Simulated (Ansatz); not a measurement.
# Li wire along [100], 5 atoms a period: bands by functional and under strain, part 2 of 3

What gap, if any, does the Li wire along [100], 5 atoms a period have, and how does it change with the functional and under strain?

Ansatz 0.2.0; DFT PBE, plane waves, PAW; relaxation of a wire's period (the session's first sound run).

So far. Step 2 (Relaxing the period): The cell's length comes to 3.244 Å with spin left out.

### 3. Bands of the perfect wire

This step: DFT PBE, plane waves, PAW; channels and complex bands of a perfect wire (Ansatz 0.2.0).

At the relaxed period the Bloch states of the perfect wire are found at each energy: those that move forward count the open channels, and those that decay describe how a disturbance dies away inside the wire itself. An energy step of 0.035 eV is under the 0.039 eV that the program asks for its thermal average at 300 K.

Contents of input.yaml:

```yaml
crystal:
  lattice:
    - [10.24, 0.0, 0.0]
    - [0.0, 10.24, 0.0]
    - [0.0, 0.0, 3.2442252902]
  atoms:
    - { symbol: Li, position: [0.5, 0.5, 0.0] }
    - { symbol: Li, position: [0.345001351, 0.345001351, 0.5] }
    - { symbol: Li, position: [0.345001351, 0.654998649, 0.5] }
    - { symbol: Li, position: [0.654998649, 0.345001351, 0.5] }
    - { symbol: Li, position: [0.654998649, 0.654998649, 0.5] }
kpoints:
  mp_grid: { grid: [1, 1, 25] }
  band_path: { path: ["Γ", Z], npoints: 50 }
scf:
  occupations: { method: fermi_dirac, width: 0.05 }
hamiltonian:
  xc: pbe
output:
  transmission:
    e_range: [-2, 2]
    de: 0.035
    kmesh: [1, 1]
    reduced_basis: true
    leads: [[0, 0]]
  dos: { e_range: [-5, 4] }
  write_potential: true
  write_density: true
  volumetric_format: npy
  elf: true
```

On the command line:

```bash
$ ansatz run input.yaml --threads 8 --pin off --max-ram 16384MiB --backend cpu --events-out ev --progress --plain --runs-dir out
```

Numbers of over 12 decimals in the logs are rounded to 6 here.

The log of the run:

```text
[...]
Crystal: 5 atoms, lattice volume = 340.182 Å³
Basis set: ecut = 420 eV, 6679 PW (Γ)
Bands: 13, of which v1, the nominal top of the filled ones, is band 8 counted from 1 (7 counted from 0)
Symmetry: 16 space group operations
[...]
k-points: 13 of 25
[...]
SCF iter   1: F=—  HF=-1021.044282 eV  |F-HF|=—  |Δ(HF+E_count)|=         —  Δρ=1.22e-3  dr2=3.01e-2  ethr=1.77e-3  ⟨swp⟩=6.6  Hψ=1119  notcnv=0
[...]
SCF iter   7: F=-1021.054241 eV  HF=-1021.054241 eV  |F-HF|=7.05e-8  |Δ(HF+E_count)|=   4.82e-7  Δρ=1.48e-6  dr2=5.03e-8  ethr=6.67e-10  ⟨swp⟩=1.6  Hψ=539  notcnv=0
SCF 1 converged in 7 iterations: F = -1021.054241 eV  dr2 = 5.03e-8
[...]
NSCF: frozen V_eff on 51 k-points
transmission: 4 of 24 steps passed
transmission: 8 of 24 steps passed
[...]
transmission: 24 of 24 steps passed
WARN: The input density's exchange-correlation potential varies sharply where the density is thin. Do not read a vacuum level from v_tot or v_xc, or from such a field of the output density. On a cell that repeats whose density bears no net charge and no dipole along the vacuum's axis use v_es (v_loc + v_h of the components); under efield.dipole_correction with no amplitude use v_es + v_field, which holds any external [...]
SCF converged after 7 iterations
Free energy (F): -1021.054241 eV
[...]
Internal energy: -1021.025524 eV  (E = F + TS)
E sigma→0 (E₀):  -1021.039883 eV
Entropy (-TS):   -0.028717 eV (-5.743 meV/atom)
Fermi energy:    -1.257104 eV
[...]
--- Band table (eV; the first three rows and the last of 13) ---
  k-point 0: bands = [... 4 lower, -47.4136, -3.9819, -2.4825, -2.4825, -1.2717, -1.0533, -0.6517, -0.0594, ... 1 higher]
  k-point 1: bands = [... 4 lower, -47.4136, -3.9655, -2.4647, -2.4647, -1.2525, -1.0310, -0.6345, -0.0370, ... 1 higher]
  k-point 2: bands = [... 4 lower, -47.4134, -3.9163, -2.4115, -2.4115, -1.1952, -0.9641, -0.5832, 0.0300, ... 1 higher]
  k-point 12: bands = [... 4 lower, -47.4106, -1.6859, -1.2852, -0.4895, -0.4895, 1.1388, 1.4059, 1.4059, ... 1 higher]
--- Transmission ---
  basis      : 925 plane waves across, 4 finite elements along
  points     : 1, standing for a mesh of 1 x 1
  filling    : by the input's occupations and mesh, since the crystals that have channels conduct as metals do. If one of these is a semiconductor, that mesh has misplaced its level
  energies   : 115 from -2.000000 to 1.990000 eV about the Fermi level, 0.035000 eV apart; the leads are filled to 0.000000 eV, and channels, transmission and decay are at -0.005000 eV
  crystal 0  : Li5, at the sites [0, 0], period 3.2442 Å: whole cells are its period
    offset         : up to 0.0000 Å between an atom of the period and one for which it stands
    filled         : 8.2 meV under the level at which it is neutral
    channels       : 4.000000e0 a spin
    conductance    : 2.6863e14 S/m² at 300 K; may be off by some 0.0 % by where its bands' edges are placed, 1.9 % from the distance to neutral
```

Elapsed: 16 s, on 8 threads of Intel Xeon 6975P-C (Granite Rapids), shared host; peak memory 1.3 GiB; 90 s of CPU time.

Numbers from this step:

- energy at zero smearing: -1021.0399 eV
- channels at the energy nearest the Fermi level, one spin: 4
- conductance of the lead as this run defines it: 3.635 G₀
- band gap: 0 eV

The open channels of the lead, one spin by energy, zero at the Fermi level:

```csv
energy (eV),"open channels of the lead, one spin"
-2.00,1
-1.90,1
-1.79,1
-1.69,1
-1.58,1
-1.48,1
-1.37,1
-1.23,1
-1.12,3
-1.02,3
-0.92,3
-0.81,3
-0.70,3
-0.60,3
-0.49,3
-0.39,3
-0.28,2
-0.18,2
-0.07,3
-0.01,4
0.07,4
0.17,4
0.28,5
0.38,5
0.48,5
0.59,5
0.69,6
0.80,4
0.91,4
1.01,2
1.11,2
1.22,4
1.36,4
1.47,4
1.57,4
1.68,4
1.78,4
1.89,4
1.99,4
```

The slowest values at each energy, most degenerate partners merged, listed up to 1.5 1/Å. The Im kz of the slowest decaying states by energy, zero at the Fermi level:

```csv
energy (eV),decay 1 (Å⁻¹),decay 2 (Å⁻¹),decay 3 (Å⁻¹),decay 4 (Å⁻¹)
-2.000,0.507,0.764,0.767,0.915
-1.790,0.433,0.723,0.729,0.880
-1.615,0.361,0.688,0.697,0.849
-1.405,0.246,0.642,0.656,0.809
-1.195,0.593,0.612,0.768,0.799
-0.985,0.539,0.564,0.724,0.763
-0.810,0.489,0.521,0.684,0.732
-0.600,0.421,0.464,0.634,0.693
-0.390,0.339,0.399,0.578,0.651
-0.215,0.0148,0.249,0.335,0.526
-0.005,0.237,0.455,0.567,0.880
0.205,0.370,0.515,0.846,0.925
0.415,0.257,0.458,0.812,0.893
0.590,0.0731,0.403,0.782,0.866
0.800,0.0276,0.326,0.744,0.832
1.010,0.0619,0.114,0.224,0.704
1.185,0.0583,0.107,0.142,0.669
1.395,0.130,0.160,0.623,0.727
1.605,0.138,0.166,0.575,0.686
1.815,0.134,0.165,0.521,0.642
```

Electronic bands along the path, in eV, zero at the Fermi level:

```csv
point,band 6,band 7,band 8,band 9,band 10,band 11,band 12
Γ,-2.72,-1.23,-1.23,-0.01,0.20,0.61,1.20
halfway,-2.09,-0.55,-0.55,0.67,1.07,1.25,2.07
Z,-0.30,-0.16,0.79,0.79,2.41,2.64,2.64
```

The electronic bands as a text plot (rows in eV):

```
    3.0 |                                        *********    ***
    2.8 |                                    ****        *****
    2.5 |                                 *******  *******    ***
    2.3 |                              ***       ** ** **********
    2.1 |                         *****          ******
    1.8 |                     ****           ******
    1.6 |               ******           ******
    1.3 |***************           *******
    1.1 |                     *********
    0.8 |           ***************   ***************       *****
    0.6 |***********    ******  ******               *******
    0.3 |   ********************                   ****  ***
    0.1 |***************                       ****         ***
   -0.2 |                                 *****                **
   -0.4 |                             ****                   ****
   -0.6 |                       ******                     **
   -0.9 |               ********                       ****
   -1.1 |***************                            ***
   -1.4 |                                       ****
   -1.6 |                                   ****
   -1.9 |                              *****
   -2.1 |                        ******
   -2.4 |                 *******
   -2.6 |*****************
         Γ                                                      Z
```

Electrostatic potential energy in the ca plane at fractional y = 0.345, with atoms of Li within 0.2 Å of it. With pseudopotentials it is smooth inside the atoms' cores, unlike the true potential.

Ten even steps from '_' (-30 eV) to '@' (1 eV), each cell a mean:
```
@@@@@@@@@@@@@@@@@@@@@@@@@@@@@@@@@@
@@@@@@@@@@@@@@@@@@@@@@@@@@@@@@@@@@
@@@@@@@@@@@@@@@@@@@@@@@@@@@@@@@@@@
@@@@@@@@@@@@@@@@@@@@@@@@@@@@@@@@@@
@@@@@@@@@@@@@@@@@@@@@@@@@@@@@@@@@@
@@@@@@@@@@@@%%%%%%%%%%%%@@@@@@@@@@
@@@@@@@@%%%%##++====++##%%%%@@@@@@
@@@@@@%%%%**::________::**%%%%@@@@
@@@@@@%%%%**::________::**%%%%@@@@
@@@@@@@@%%%%**++====++**%%%%@@@@@@
@@@@@@@@@@@@@@%%%%%%%%@@@@@@@@@@@@
@@@@@@@@@@@@@@@@@@@@@@@@@@@@@@@@@@
@@@@@@@@@@@@@@@@@@@@@@@@@@@@@@@@@@
@@@@@@@@@@%%%%########%%%%@@@@@@@@
@@@@@@@@%%##==::....::==##%%@@@@@@
@@@@@@%%%%++..________..++%%%%@@@@
@@@@@@%%%%##==::....::==##%%%%@@@@
@@@@@@@@%%%%%%########%%%%%%@@@@@@
@@@@@@@@@@@@@@@@%%%%@@@@@@@@@@@@@@
@@@@@@@@@@@@@@@@@@@@@@@@@@@@@@@@@@
@@@@@@@@@@@@@@@@@@@@@@@@@@@@@@@@@@
@@@@@@@@@@@@@@@@@@@@@@@@@@@@@@@@@@
@@@@@@@@@@@@@@@@@@@@@@@@@@@@@@@@@@
@@@@@@@@@@@@@@@@@@@@@@@@@@@@@@@@@@
```
Columns run along c (3.2 Å; values clipped at the 3rd and 97th percentile), rows up along a (10.2 Å). Atoms in or near the plane, at fractional coordinates: Li at (0.50, 0.35), Li at (0.50, 0.65).

Valence density in the ca plane at fractional y = 0.345, with atoms of Li within 0.2 Å of it. It is the smooth field of the valence electrons, not physical close to the nuclei.

Ten steps, logarithmic in the rise over the least value, from '_' (0.0 e/Å³) to '@' (7.5 e/Å³), each cell a mean:
```
__________________________________
__________________________________
__________________________________
__________________________________
__________________________________
__________________________________
____________..::----::..__________
......__....++##@@@@##++....__....
............++%%@@@@%%++..........
..............--====--............
..................................
..................................
..................................
..................................
............--**####**--..........
..........::++%%@@@@%%++::........
__________..--**####**--..________
________________....______________
__________________________________
__________________________________
__________________________________
__________________________________
__________________________________
__________________________________
```
Columns run along c (3.2 Å), rows up along a (10.2 Å). Atoms in or near the plane, at fractional coordinates: Li at (0.50, 0.35), Li at (0.50, 0.65).

ELF in the ca plane at fractional y = 0.345, with atoms of Li within 0.2 Å of it. It is the smooth field of the valence electrons, not physical close to the nuclei.

Ten even steps from '_' (0.01 × 1e-1) to '@' (9.93 × 1e-1), each cell a mean:
```
__________________________________
__________________________________
::::::........................::::
++++++==----::::::::::::----==++++
######**++==--::....::--==++**####
%%%%%%##==::____________::==##%%%%
@@%%%%==______..----..______==%%%%
@@%%##..____++@@@@@@@@++____..##%%
@@%%##::____==%%@@@@%%==____::##%%
%%%%##++::____..::::..____::++##%%
########**++==--::::--==++**######
##################################
############****++++****##########
%%%%%%##++::..________..::++##%%%%
%%%%##==..__..++****++..__..==##%%
@@%%##..____**@@@@@@@@**____..##%%
@@%%##::____::**%%%%**::____::##%%
@@%%%%**::________________::**%%%%
%%%%####++--....____....--++####%%
******++++==--::::::::--==++++****
==------::::::........::::::------
........____________________......
__________________________________
__________________________________
```
Columns run along c (3.2 Å), rows up along a (10.2 Å). Atoms in or near the plane, at fractional coordinates: Li at (0.50, 0.35), Li at (0.50, 0.65).

By hand: the program gives 2.6863 × 10^14 S/m² over the cell's cross-section of 104.86 Å² = 1.049 × 10^-18 m², so one cell conducts 2.817 × 10^-4 S. Divided by G0 = 2e²/h = 7.748 × 10^-5 S this is 3.64 G0, a resistance of 3.55 kΩ.

At the computed energy nearest the Fermi level there are 4 channels a spin, and the thermal average gives 3.64 G₀.

### 4. Levels at the same atoms, level LDA, cutoff 420 eV

This step: DFT LDA, plane waves, PAW; bands of a perfect wire at the PBE geometry (Ansatz 0.2.0).

The atoms stay at the PBE geometry and the functional changes. At fixed atoms LDA and the gradient-corrected functionals usually give like bands; this run checks that. Against the first PBE run of this kind, the mesh along the wire has 19 points against 25.

input.yaml, the sections that differ from step 3:

```yaml
kpoints:
  mp_grid: { grid: [1, 1, 19] }
  band_path: { path: ["Γ", Z], npoints: 50 }
hamiltonian:
  xc: lda
# crystal, scf: as in step 3
# output: removed
```

The log of the run:

```text
[...]
Crystal: 5 atoms, lattice volume = 340.182 Å³
Basis set: ecut = 420 eV, 6679 PW (Γ)
Bands: 13, of which v1, the nominal top of the filled ones, is band 8 counted from 1 (7 counted from 0)
Symmetry: 16 space group operations
[...]
k-points: 10 of 19
[...]
SCF iter   1: F=—  HF=-1005.652834 eV  |F-HF|=—  |Δ(HF+E_count)|=         —  Δρ=2.70e-3  dr2=4.10e-2  ethr=1.77e-3  ⟨swp⟩=6.6  Hψ=847  notcnv=0
[...]
SCF iter   8: F=-1005.639662 eV  HF=-1005.639662 eV  |F-HF|=2.69e-9  |Δ(HF+E_count)|=   9.84e-8  Δρ=8.94e-7  dr2=6.83e-9  ethr=6.67e-10  ⟨swp⟩=4.1  Hψ=372  notcnv=0
SCF 1 converged in 8 iterations: F = -1005.639662 eV  dr2 = 6.83e-9
[...]
SCF converged after 8 iterations
Free energy (F): -1005.639662 eV
[...]
Internal energy: -1005.609962 eV  (E = F + TS)
E sigma→0 (E₀):  -1005.624812 eV
Entropy (-TS):   -0.029699 eV (-5.940 meV/atom)
Fermi energy:    -1.389313 eV
[...]
--- Band table (eV; the first three rows and the last of 10) ---
  k-point 0: bands = [... 4 lower, -46.6223, -4.0558, -2.5661, -2.5661, -1.4290, -1.1944, -0.7211, -0.2112, ... 1 higher]
  k-point 1: bands = [... 4 lower, -46.6222, -4.0279, -2.5357, -2.5357, -1.3957, -1.1558, -0.6917, -0.1725, ... 1 higher]
  k-point 2: bands = [... 4 lower, -46.6219, -3.9445, -2.4450, -2.4450, -1.2967, -1.0403, -0.6041, -0.0565, ... 1 higher]
  k-point 9: bands = [... 4 lower, -46.6189, -1.8600, -1.3483, -0.6270, -0.6270, 1.0150, 1.3136, 1.3136, ... 1 higher]
```

Elapsed: 0.78 s, on 8 threads; peak memory 0.69 GiB.

This step gave:

| Quantity | Value |
| --- | --- |
| energy at zero smearing | -1005.6248 eV |

The electronic bands at the labelled points (eV, zero at the Fermi level):

```csv
point,band 6,band 7,band 8,band 9,band 10,band 11,band 12
Γ,-2.67,-1.18,-1.18,-0.04,0.19,0.67,1.18
halfway,-2.04,-0.51,-0.51,0.65,1.06,1.30,2.05
Z,-0.30,-0.13,0.80,0.80,2.43,2.66,2.66
```

The electronic bands as a text plot (rows in eV):

```
    3.0 |                                        *********    ***
    2.8 |                                    ****         ******
    2.5 |                                 *****     ******     **
    2.3 |                              ***     ******* ********
    2.1 |                          ****          ******
    1.8 |                      ****          *****
    1.6 |                ******         *******
    1.3 |     ***********         *********
    1.1 |*****             ******* *****
    0.8 |        **********    ****    **************        ****
    0.6 |********        ******  ******              ********
    0.4 |      ********** *******                  ****  ***
    0.1 |*****************                     ****         **
   -0.1 |******                           *****               ***
   -0.4 |                             ****                    ***
   -0.6 |                       ******                     ***
   -0.8 |               ********                       ****
   -1.1 |***************                            ***
   -1.3 |                                       ****
   -1.6 |                                   ****
   -1.8 |                              *****
   -2.1 |                        ******
   -2.3 |                 *******
   -2.5 |*****************
         Γ                                                      Z
```

Bands cross the Fermi level, as under PBE at the relaxed period.

### 5. Another level of theory, level PBEsol, cutoff 420 eV

This step: DFT PBEsol, plane waves, PAW; bands of a perfect wire at the PBE geometry (Ansatz 0.2.0).

The atoms stay at the PBE geometry and the functional changes. At fixed atoms LDA and the gradient-corrected functionals usually give like bands; this run checks that. Against the first PBE run of this kind, the mesh along the wire has 19 points against 25.

Changes to input.yaml since step 4:

```diff
@@ -17,2 +17,2 @@
 hamiltonian:
-  xc: lda
+  xc: pbesol
```

The log of the run:

```text
[...]
Crystal: 5 atoms, lattice volume = 340.182 Å³
Basis set: ecut = 420 eV, 6679 PW (Γ)
Bands: 13, of which v1, the nominal top of the filled ones, is band 8 counted from 1 (7 counted from 0)
Symmetry: 16 space group operations
[...]
k-points: 10 of 19
[...]
--- Band table (eV; the first three rows and the last of 10) ---
  k-point 0: bands = [... 4 lower, -46.8660, -3.9892, -2.4856, -2.4856, -1.2924, -1.0761, -0.6351, -0.0735, ... 1 higher]
  k-point 1: bands = [... 4 lower, -46.8659, -3.9609, -2.4548, -2.4548, -1.2591, -1.0374, -0.6052, -0.0347, ... 1 higher]
  k-point 2: bands = [... 4 lower, -46.8656, -3.8759, -2.3627, -2.3627, -1.1602, -0.9216, -0.5163, 0.0816, ... 1 higher]
  k-point 9: bands = [... 4 lower, -46.8628, -1.7538, -1.2363, -0.5032, -0.5032, 1.1479, 1.4264, 1.4264, ... 1 higher]
[key lines of the parts left out:]
SCF converged after 8 iterations
Free energy (F): -1012.495113 eV
Fermi energy:    -1.265440 eV
```

It took 0.85 s on 8 threads; peak memory 0.7 GiB.

Bands cross the Fermi level, as under PBE at the relaxed period.

(Continued in part 3 of 3.)

[Logs are printed without paths, hosts, clocks, repeated set-up lines and the standing remarks that a program may print on its own settings, such as how far it seeks lower states.]

[Hosts, paths, dates, database ids (printed as entryN), source tags and the programs' standing remarks are cut or masked in the printed files.]
